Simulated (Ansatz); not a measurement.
The compound is WCl2 (1T sheet).

The cell holds 3 atoms: 1 W and 2 Cl. Its edges and angles: a = 3.069 Å, b = 3.069 Å, c = 30.112 Å, α = 90.0°, β = 90.0°, γ = 120.0°. Vacuum lies along c.

```
W Cl
1.0
     0.00000    2.17013    2.17013
     2.17013   -2.17013    0.00000
    17.38504   17.38504  -17.38504
W Cl
1 2
Cartesian
  5.5298 5.5298 -5.5298
  7.9739 5.8038 -5.8038
  5.2559 5.2559 -3.0857
```

The structure was relaxed with PBEsol. The structure was generated from a model, not taken from a measurement. The runs that relaxed it are not among those shown. The program's search for lower electronic states was switched off, so nothing shows that the state found is the lowest. Spin-orbit coupling is left out unless a run names it. PAW set soft_2, made with PBE.

A constrained-RPA run (Ansatz 0.2.0; non-magnetic PBEsol; W d + anion p, bands v8 to c3, 6×6×1 mesh, medium accuracy) builds 11 functions on bands 12 eV wide, with 16.0 electrons in the window. The bare on-site interaction is 12.0 eV and the bare J 0.45 eV.

Question: What U and J survive the screening?

On the W d shell, U = 5.02 eV (42 % of the bare value), U′ = 4.31 eV, J = 0.33 eV.

The parent state is non-magnetic and the interaction static (zero frequency); U depends on the window and the orbitals, so it belongs to this model alone. Spin-orbit coupling, which is strong for atoms this heavy, is left out. A window that holds the anion p bands defines a model with explicit ligands; its U belongs to that model and is not the U of DFT+U.

[Paths, hosts, dates, memory and timing lines, banners, echoed tables and standing remarks are left out of the program output.]

[Logs are printed without paths, hosts, clocks, repeated set-up lines and the standing remarks that a program may print on its own settings, such as how far it seeks lower states.]

[Runs of the session that timed out or met a known fault of the program may be left out.]

[Hosts, paths, dates, database ids (printed as entryN), source tags and the programs' standing remarks are cut or masked in the printed files.]
